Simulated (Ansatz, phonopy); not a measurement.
## How MgS (Niningerite, Fm-3m) expands on warming

How much does MgS (Niningerite) expand with temperature?

Measurements to reproduce:
- heat capacity C_P per formula unit 45.6 J/mol/K near room temperature (given in “High-Throughput Prediction of Finite-Temperature Properties using the Quasi-Harmonic Approximation”, 2016, arXiv:1603.06924)

Program: Ansatz 0.2.0. Level of theory: DFT PBEsol, scalar-relativistic, plane waves, PAW. Results are calculated unless marked as measured.

Most raw output is cut from this account.

## (1) The structure

The structure is cubic, space group Fm-3m (No. 225). Conventional cell: a = 5.203 Å, b = 5.203 Å, c = 5.203 Å, α = 90.00°, β = 90.00°, γ = 90.00°. Mg has 6 S at 2.60 Å nearest. Nearest to S lie 6 Mg at 2.60 Å. Farther neighbours and most contacts between anions are not listed.

## (2) Probe on a coarse mesh

Before spending time, one coarse run tells the gap and the pressure of the starting cell.

File input.yaml:

```yaml
crystal:
  lattice:
    - [0.0, 2.60165, 2.60165]
    - [2.60165, 0.0, 2.60165]
    - [2.60165, 2.60165, 0.0]
  atoms:
    - { symbol: Mg, position: [0.0, 0.0, 0.0] }
    - { symbol: S, position: [0.5, 0.5, 0.5] }
kpoints:
  mp_grid: { grid: [6, 6, 6] }
hamiltonian:
  xc: pbesol
scf:
  occupations: { method: gaussian, width: 0.1 }
output:
  forces: true
  stress: true
  eigenvalues: true
```

Launch:

```sh
$ ansatz run input.yaml --threads 4 --pin off --max-ram 16384MiB --backend cpu --events-out ev --progress --plain --runs-dir out
```

Run time: 0.73 s. Hardware: 4 threads of Arm Neoverse V2, shared host; peak memory 0.26 GiB; 1.1 s of CPU time.

This step gave:

```yaml
pressure: -0.9083 GPa
gap_on_the_k_mesh: 2.700 eV
volume_per_atom: 17.61 Å³
```

The start is under -0.91 GPa at this level and looks like an insulator or semiconductor on this mesh.

## (3) Relaxation

Phonons are second derivatives about a minimum, so cell and atoms are relaxed first, inside the symmetry of the start.

input.yaml, the sections that differ from step 2:

```yaml
kpoints:
  mp_grid: { grid: [8, 8, 8] }
scf:
  occupations: { method: gaussian, width: 0.02 }
output:
  forces: true
  stress: true
  eigenvalues: true
  write_density: true
  write_potential: true
  elf: true
  volumetric_format: npy
relax:
  adjacent_minimum: "off"
  f_tol: 0.005
  max_steps: 80
  cell: { stress_tol: 0.05 }
# crystal, hamiltonian: as in step 2
```

The job ended after 1.1 s (4 threads; peak memory 0.29 GiB; 3.4 s of CPU time).

Step by step:

| step | energy less that of the first step (eV) | largest force component (eV/Å) | pressure (GPa) | volume (Å³) |
| --- | --- | --- | --- | --- |
| 1 | 0.0000 | 0.0000 | -0.94 | 35.22 |
| 2 | -0.0012 | 0.0000 | -0.15 | 34.86 |
| 3 | -0.0013 | 0.0000 | 0.00 | 34.79 |
| 4* | -0.0013 | 0.0000 | 0.00 | 34.79 |

Relaxation steps marked * repeat the geometry before them on a plane-wave basis chosen anew for their cell, so energy and pressure can jump there.

Forces are held to the 48 operations that the run works with; a distortion that breaks them can't arise in this run.

| conventional cell, symmetrised | before | after | change |
| --- | --- | --- | --- |
| a (Å) | 5.203 | 5.182 | -0.4 % |
| b (Å) | 5.203 | 5.182 | -0.4 % |
| c (Å) | 5.203 | 5.182 | -0.4 % |
| volume (Å³/atom) | 17.61 | 17.39 | -1.2 % |

Final coordinates:

```cif
data_structure
_symmetry_space_group_name_H-M 'P 1'
_symmetry_Int_Tables_number 1
_cell_length_a 3.6642
_cell_length_b 3.6642
_cell_length_c 3.6642
_cell_angle_alpha 60.000
_cell_angle_beta 60.000
_cell_angle_gamma 60.000
_cell_volume 34.79
loop_
_atom_site_label
_atom_site_type_symbol
_atom_site_fract_x
_atom_site_fract_y
_atom_site_fract_z
_atom_site_occupancy
Mg1 Mg 0.00000 0.00000 0.00000 1
S2 S 0.50000 0.50000 0.50000 1
```

This step gave:

```
pressure          : 0.003158 GPa
gap on the k-mesh : 2.727 eV
volume per atom   : 17.39 Å³
```

Electrostatic potential energy in the ac plane of the conventional cell at fractional y = 0.000, with atoms of Mg and S within 0.2 Å of it. With pseudopotentials it is smooth inside the atoms' cores, unlike the true potential.

Values in eV, 14 rows by 14 columns, each cell a mean:
```
-59 -33  -3   6   3 -19 -28 -26 -27  -5   6   3 -16 -53
-21  -8   3   8   7  -3 -19 -22 -11   4   8   6  -2 -16
  2   4   7   9   9   7   3   1   5   9  10   8   6   3
  6   7   9  10   9   8   6   5   7   9  10  10   8   6
 -7   0   7   9   7   3  -3  -4   1   6   9   9   4  -5
-29 -20   0   7   4  -8 -33 -41 -18   1   7   5 -11 -27
-21 -29  -7   6   2 -21 -59 -63 -41  -4   5   1 -22 -26
-26 -27  -5   6   3 -16 -53 -59 -33  -3   6   3 -19 -28
-22 -11   4   8   6  -2 -16 -21  -8   3   8   7  -3 -19
  1   5   9  10   8   6   3   2   4   7   9   9   7   3
  5   7   9  10  10   8   6   6   7   9  10   9   8   6
 -4   1   6   9   9   4  -5  -7   0   7   9   7   3  -3
-41 -18   1   7   5 -11 -27 -29 -20   0   7   4  -8 -33
-63 -41  -4   5   1 -22 -26 -21 -29  -7   6   2 -21 -59
```
Columns run along a (5.2 Å; values clipped at the 3rd and 97th percentile), rows up along c (5.2 Å), edges of the conventional cell, whose origin can differ from the input's. Atoms in or near the plane, at fractional coordinates: Mg at (0.00, 0.00), Mg at (0.50, 0.50), S at (0.50, 0.00), S at (0.00, 0.50).

ELF in the ac plane of the conventional cell at fractional y = 0.000, with atoms of Mg and S within 0.2 Å of it. It is the smooth field of the valence electrons, not physical close to the nuclei.

Values, 14 rows by 14 columns, each cell a mean:
```
0.35 0.33 0.10 0.51 0.83 0.80 0.42 0.29 0.68 0.85 0.72 0.19 0.22 0.36
0.25 0.13 0.08 0.40 0.73 0.83 0.80 0.78 0.84 0.80 0.57 0.16 0.08 0.22
0.19 0.19 0.15 0.20 0.47 0.73 0.83 0.85 0.80 0.61 0.29 0.13 0.16 0.19
0.73 0.66 0.42 0.19 0.20 0.40 0.51 0.51 0.46 0.27 0.15 0.29 0.57 0.72
0.85 0.83 0.71 0.42 0.15 0.08 0.10 0.12 0.09 0.09 0.27 0.61 0.80 0.85
0.59 0.78 0.83 0.66 0.19 0.13 0.33 0.35 0.23 0.09 0.46 0.80 0.84 0.68
0.12 0.59 0.85 0.73 0.19 0.25 0.35 0.28 0.35 0.12 0.51 0.85 0.78 0.29
0.29 0.68 0.85 0.72 0.19 0.22 0.36 0.35 0.33 0.10 0.51 0.83 0.80 0.42
0.78 0.84 0.80 0.57 0.16 0.08 0.22 0.25 0.13 0.08 0.40 0.73 0.83 0.80
0.85 0.80 0.61 0.29 0.13 0.16 0.19 0.19 0.19 0.15 0.20 0.47 0.73 0.83
0.51 0.46 0.27 0.15 0.29 0.57 0.72 0.73 0.66 0.42 0.19 0.20 0.40 0.51
0.12 0.09 0.09 0.27 0.61 0.80 0.85 0.85 0.83 0.71 0.42 0.15 0.08 0.10
0.35 0.23 0.09 0.46 0.80 0.84 0.68 0.59 0.78 0.83 0.66 0.19 0.13 0.33
0.28 0.35 0.12 0.51 0.85 0.78 0.29 0.12 0.59 0.85 0.73 0.19 0.25 0.35
```
Columns run along a (5.2 Å), rows up along c (5.2 Å), edges of the conventional cell, whose origin can differ from the input's. Atoms in or near the plane, at fractional coordinates: Mg at (0.00, 0.00), Mg at (0.50, 0.50), S at (0.50, 0.00), S at (0.00, 0.50).

Valence density in the ac plane of the conventional cell at fractional y = 0.000, with atoms of Mg and S within 0.2 Å of it. It is the smooth field of the valence electrons, not physical close to the nuclei.

Ten steps, logarithmic in the rise over the least value, from '0' (0 e/Å³) to '9' (23 e/Å³), each cell a mean:
```
96102332321038
42001233320003
00000122110000
11000001000001
32100011000122
33210267400133
13310499711232
23210389610233
33200034200123
21100000000012
10000011100000
10001223210001
74001333321026
97112321331049
```
Columns run along a (5.2 Å), rows up along c (5.2 Å), edges of the conventional cell, whose origin can differ from the input's. Atoms in or near the plane, at fractional coordinates: Mg at (0.00, 0.00), Mg at (0.50, 0.50), S at (0.50, 0.00), S at (0.00, 0.50).

The relaxation ends with a pressure of 0.00 GPa.

## (4) Tight relaxation

The relaxation is repeated with tighter thresholds on force and stress, since phonons are sensitive to what is left; a change of mesh or smearing in the input moves the cell too.

File input.yaml:

```yaml
crystal:
  lattice:
    - [0.0, 2.5909905693, 2.5909905693]
    - [2.5909905693, 0.0, 2.5909905693]
    - [2.5909905693, 2.5909905693, 0.0]
  atoms:
    - { symbol: Mg, position: [0.0, 0.0, 0.0] }
    - { symbol: S, position: [0.5, 0.5, 0.5] }
kpoints:
  mp_grid: { grid: [8, 8, 8] }
hamiltonian:
  xc: pbesol
scf:
  occupations: { method: fixed }
output:
  forces: true
  stress: true
  eigenvalues: true
relax:
  adjacent_minimum: "off"
  f_tol: 0.001
  max_steps: 60
  cell: { stress_tol: 0.01 }
```

Elapsed: 0.6 s, on 4 threads; peak memory 0.28 GiB.

Little changed from the start: no atom moved by 0.005 Å and no cell edge by 0.1 %.

The residual pressure is 0.0032 GPa, small enough for phonons.

## (5) Phonons on strained cells, cutoff 487.2 eV, k-mesh 8×8×8

The study relaxes the crystal at several strains, solves the phonons on some of them and minimises the free energy at each temperature (static energy, vibrations, the electrons in a metal, and PV under a set pressure); the q-mesh sets how far the force constants reach.

input.yaml, the sections that differ from step 4:

```yaml
output:
  eigenvalues: true
phonons:
  method: dfpt
  qmesh: [2, 2, 2]
  temperatures: { t_max: 800.0, t_step: 50 }
  thermal_expansion: {}
# crystal, kpoints, hamiltonian, scf: as in step 4
# relax: removed
```

Wall time 60 s (4 threads); peak memory 0.55 GiB; 3.5 min of CPU time.

This step gave:

- pressure: 8.75e-4 GPa
- volume expansion coefficient at 298 K: 48.75 1e-6/K
- C_P at 298 K: 23.17 J/mol-atom/K
- entropy at 298 K: 26.30 J/mol-atom/K
- isothermal bulk modulus at 298 K: 71.96 GPa
- Grüneisen parameter at 298 K: 1.652
- volume at 298 K: 17.69 Å³/atom
- principal linear expansion coefficients at 298 K: 16.25, 16.25, 16.25 1e-6/K

Strained cells of the study; zero-point energy where phonons were solved; the pressures are stresses at a fixed cutoff and can carry an offset from the finite basis. Expansion cells, by row:

| cell | \|a\| (Å) | \|b\| (Å) | \|c\| (Å) | V (Å³/atom) | E - E_lowest (meV/atom) | pressure, compression positive (GPa) | gap (eV) | zero-point energy (meV/atom) |
| --- | --- | --- | --- | --- | --- | --- | --- | --- |
| 1 | 3.664 | 3.664 | 3.664 | 17.39 | 0 | -0.006 | 2.727 | - |
| 2 | 3.694 | 3.694 | 3.694 | 17.81 | 2.381 | -1.784 | 2.679 | - |
| 3 | 3.635 | 3.635 | 3.635 | 16.98 | 2.466 | 1.955 | 2.773 | - |
| 4 | 3.664 | 3.664 | 3.664 | 17.4 | 0 | -0.022 | 2.726 | 41.59 |
| 5 | 3.683 | 3.683 | 3.683 | 17.66 | 0.965 | -1.155 | 2.696 | 40.54 |
| 6 | 3.701 | 3.701 | 3.701 | 17.92 | 3.651 | -2.186 | 2.667 | 39.52 |
| 7 | 3.719 | 3.719 | 3.719 | 18.18 | 8.096 | -3.172 | 2.637 | 38.48 |
| 8 | 3.737 | 3.737 | 3.737 | 18.45 | 14.22 | -4.098 | 2.607 | 37.45 |
| 9 | 3.628 | 3.628 | 3.628 | 16.88 | 3.825 | 2.46 | 2.785 | - |
| 10 | 3.646 | 3.646 | 3.646 | 17.14 | 0.933 | 1.182 | 2.756 | - |
| 11 | 3.767 | 3.767 | 3.767 | 18.9 | 27.59 | -5.48 | 2.558 | - |

Quasi-harmonic; a, b, c are the run's own cell vectors. Expansion, by row:

| T (K) | a (Å) | b (Å) | c (Å) | alpha (deg) | beta (deg) | gamma (deg) | cell volume (Å³/cell) | alpha_a (1e-6/K) | alpha_b (1e-6/K) | alpha_c (1e-6/K) | alpha_V (1e-6/K) | C_P (J/mol-atom/K) | C_V (J/mol-atom/K) | S (J/mol-atom/K) | B_T (GPa) | B_S (GPa) | Grueneisen | extrapolation | fit error (1e-6/K) |
| --- | --- | --- | --- | --- | --- | --- | --- | --- | --- | --- | --- | --- | --- | --- | --- | --- | --- | --- | --- |
| 0 | 3.675 | 3.675 | 3.675 | 60 | 60 | 60 | 35.08 | 0 | 0 | 0 | 0 | 0 | 0 | 0 | 76.27 | 76.27 | - | 0 | 0 |
| 50 | 3.675 | 3.675 | 3.675 | 60 | 60 | 60 | 35.08 | 1.61 | 1.61 | 1.61 | 4.84 | 3.263 | 3.262 | 1.027 | 76.22 | 76.24 | 1.196 | 0 | 0 |
| 100 | 3.675 | 3.675 | 3.675 | 60 | 60 | 60 | 35.11 | 7.49 | 7.49 | 7.49 | 22.48 | 11.99 | 11.95 | 6.055 | 75.73 | 75.99 | 1.506 | 0 | 0 |
| 150 | 3.677 | 3.677 | 3.677 | 60 | 60 | 60 | 35.16 | 11.57 | 11.57 | 11.57 | 34.7 | 17.48 | 17.34 | 12.07 | 74.91 | 75.53 | 1.587 | 0 | 0.01 |
| 200 | 3.68 | 3.68 | 3.68 | 60 | 60 | 60 | 35.23 | 13.87 | 13.87 | 13.87 | 41.62 | 20.44 | 20.17 | 17.55 | 73.96 | 74.96 | 1.619 | 0 | 0.01 |
| 250 | 3.682 | 3.682 | 3.682 | 60 | 60 | 60 | 35.3 | 15.3 | 15.3 | 15.3 | 45.89 | 22.13 | 21.73 | 22.31 | 72.96 | 74.33 | 1.638 | 0 | 0.01 |
| 298.1 | 3.685 | 3.685 | 3.685 | 60 | 60 | 60 | 35.38 | 16.25 | 16.25 | 16.25 | 48.75 | 23.17 | 22.63 | 26.3 | 71.96 | 73.69 | 1.652 | 0 | 0.01 |
| 300 | 3.685 | 3.685 | 3.685 | 60 | 60 | 60 | 35.39 | 16.28 | 16.28 | 16.28 | 48.85 | 23.2 | 22.65 | 26.44 | 71.92 | 73.66 | 1.652 | 0 | 0.01 |
| 350 | 3.688 | 3.688 | 3.688 | 60 | 60 | 60 | 35.48 | 17.04 | 17.04 | 17.04 | 51.13 | 23.93 | 23.24 | 30.08 | 70.85 | 72.96 | 1.665 | 0 | 0.01 |
| 400 | 3.691 | 3.691 | 3.691 | 60 | 60 | 60 | 35.57 | 17.68 | 17.68 | 17.68 | 53.04 | 24.48 | 23.63 | 33.31 | 69.75 | 72.23 | 1.677 | 0 | 0.01 |
| 450 | 3.695 | 3.695 | 3.695 | 60 | 60 | 60 | 35.66 | 18.25 | 18.25 | 18.25 | 54.76 | 24.9 | 23.91 | 36.22 | 68.63 | 71.48 | 1.688 | 0 | 0.02 |
| 500 | 3.698 | 3.698 | 3.698 | 60 | 60 | 60 | 35.76 | 18.79 | 18.79 | 18.79 | 56.38 | 25.26 | 24.11 | 38.86 | 67.48 | 70.71 | 1.699 | 0 | 0.02 |
| 550 | 3.702 | 3.702 | 3.702 | 60 | 60 | 60 | 35.87 | 19.32 | 19.32 | 19.32 | 57.97 | 25.58 | 24.26 | 41.28 | 66.3 | 69.92 | 1.711 | 0 | 0.02 |
| 600 | 3.705 | 3.705 | 3.705 | 60 | 60 | 60 | 35.97 | 19.85 | 19.85 | 19.85 | 59.56 | 25.87 | 24.37 | 43.52 | 65.1 | 69.1 | 1.723 | 0 | 0.03 |
| 650 | 3.709 | 3.709 | 3.709 | 60 | 60 | 60 | 36.08 | 20.4 | 20.4 | 20.4 | 61.19 | 26.15 | 24.46 | 45.6 | 63.86 | 68.27 | 1.736 | 0 | 0.03 |
| 700 | 3.713 | 3.713 | 3.713 | 60 | 60 | 60 | 36.19 | 20.96 | 20.96 | 20.96 | 62.88 | 26.42 | 24.53 | 47.55 | 62.6 | 67.42 | 1.749 | 0 | 0.03 |
| 750 | 3.717 | 3.717 | 3.717 | 60 | 60 | 60 | 36.31 | 21.55 | 21.55 | 21.55 | 64.65 | 26.69 | 24.59 | 49.38 | 61.31 | 66.55 | 1.762 | 0 | 0.02 |
| 800 | 3.721 | 3.721 | 3.721 | 60 | 60 | 60 | 36.43 | 22.17 | 22.17 | 22.17 | 66.51 | 26.96 | 24.63 | 51.12 | 59.98 | 65.65 | 1.777 | 0 | 0.04 |

Table of expansion coefficient by temperature; values in 1e-6/K:

| temperature (K) | volume | principal 1 |
| --- | --- | --- |
| 0 | 0 | 0 |
| 50 | 4.84 | 1.61 |
| 100 | 22.5 | 7.49 |
| 150 | 34.7 | 11.6 |
| 200 | 41.6 | 13.9 |
| 250 | 45.9 | 15.3 |
| 298 | 48.8 | 16.2 |
| 300 | 48.9 | 16.3 |
| 350 | 51.1 | 17.0 |
| 400 | 53.0 | 17.7 |
| 450 | 54.8 | 18.2 |
| 500 | 56.4 | 18.8 |
| 550 | 58.0 | 19.3 |
| 600 | 59.6 | 19.9 |
| 650 | 61.2 | 20.4 |
| 700 | 62.9 | 21.0 |
| 750 | 64.7 | 21.6 |
| 800 | 66.5 | 22.2 |

At 298 K the volume expansion is 48.8 × 10⁻⁶/K and B_T is 72.0 GPa. The log warns that this q-mesh is too narrow, so the figure can be far off. The program raised the cutoff to 487.2 eV by itself: with no cutoff typed, the study takes about 1.16 times the default for its relaxations and scales it with the volume for the phonons.

## (6) Quasi-harmonic fit by phonopy

This step: DFT PBEsol, scalar-relativistic, plane waves, PAW (phonopy 4.10.0).

This step gave:

- volume expansion coefficient at 300 K: 48.74 1e-6/K
- isothermal bulk modulus at 300 K: 71.92 GPa
- C_P at 300 K: 23.26 J/mol-atom/K
- Grüneisen parameter at 300 K: 1.649

Energy (each curve on its own zero) against volume; values in meV/atom:

| volume (Å³/atom) | static | F at 0 K | F at 300 K | F at 800 K |
| --- | --- | --- | --- | --- |
| 17.398 | 0 | 2.08 | 4.24 | 10.4 |
| 17.660 | 0.96 | 1.99 | 3.11 | 6.27 |
| 17.918 | 3.65 | 3.65 | 3.72 | 3.84 |
| 18.183 | 8.1 | 7.06 | 5.99 | 2.91 |
| 18.453 | 14.2 | 12.2 | 9.87 | 3.48 |

Phonopy-qha, vinet fit of F(V) at each temperature. Qha vinet, by row:

| T (K) | fitted volume (Å³/atom) | alpha_V (1e-6/K) | B_T (GPa) | C_P (J/mol-atom/K) | Grueneisen |
| --- | --- | --- | --- | --- | --- |
| 100 | 17.55 | 21.43 | 75.7 | 11.52 | 1.435 |
| 150 | 17.58 | 33.83 | 74.88 | 17.37 | 1.547 |
| 200 | 17.61 | 41.2 | 73.95 | 20.46 | 1.602 |
| 250 | 17.65 | 45.68 | 72.95 | 22.19 | 1.631 |
| 300 | 17.69 | 48.74 | 71.92 | 23.26 | 1.649 |
| 350 | 17.74 | 51.06 | 70.85 | 23.98 | 1.663 |
| 400 | 17.78 | 53 | 69.76 | 24.52 | 1.676 |
| 450 | 17.83 | 54.74 | 68.64 | 24.94 | 1.688 |
| 500 | 17.88 | 56.37 | 67.49 | 25.3 | 1.699 |
| 550 | 17.93 | 57.96 | 66.32 | 25.61 | 1.711 |
| 600 | 17.99 | 59.55 | 65.12 | 25.89 | 1.724 |
| 650 | 18.04 | 61.18 | 63.89 | 26.17 | 1.736 |
| 700 | 18.1 | 62.86 | 62.64 | 26.43 | 1.749 |
| 750 | 18.15 | 64.62 | 61.35 | 26.7 | 1.763 |

Volume expansion coefficient against temperature; values in 1e-6/K:

| temperature (K) | phonopy-qha, Vinet | Ansatz's own study |
| --- | --- | --- |
| 100 | 21.4 | 22.5 |
| 150 | 33.8 | 34.7 |
| 200 | 41.2 | 41.6 |
| 250 | 45.7 | 45.9 |
| 300 | 48.7 | 48.9 |
| 350 | 51.1 | 51.1 |
| 400 | 53 | 53.0 |
| 450 | 54.7 | 54.8 |
| 500 | 56.4 | 56.4 |
| 550 | 58.0 | 58.0 |
| 600 | 59.5 | 59.6 |
| 650 | 61.2 | 61.2 |
| 700 | 62.9 | 62.9 |
| 750 | 64.6 | 64.7 |

The fit gives a volume expansion of 48.7 × 10⁻⁶/K at 300 K, against 48.8 at 298 K from the study itself, whose static fit uses more cells.

[end of part 1 of 2]

[Logs are printed without paths, hosts, clocks, repeated set-up lines and the standing remarks that a program may print on its own settings, such as how far it seeks lower states.]

[Hosts, paths, dates, database ids (printed as entryN), source tags and the programs' standing remarks are cut or masked in the printed files.]

[A step with changed settings may run another functional than the one named; its input shows which.]
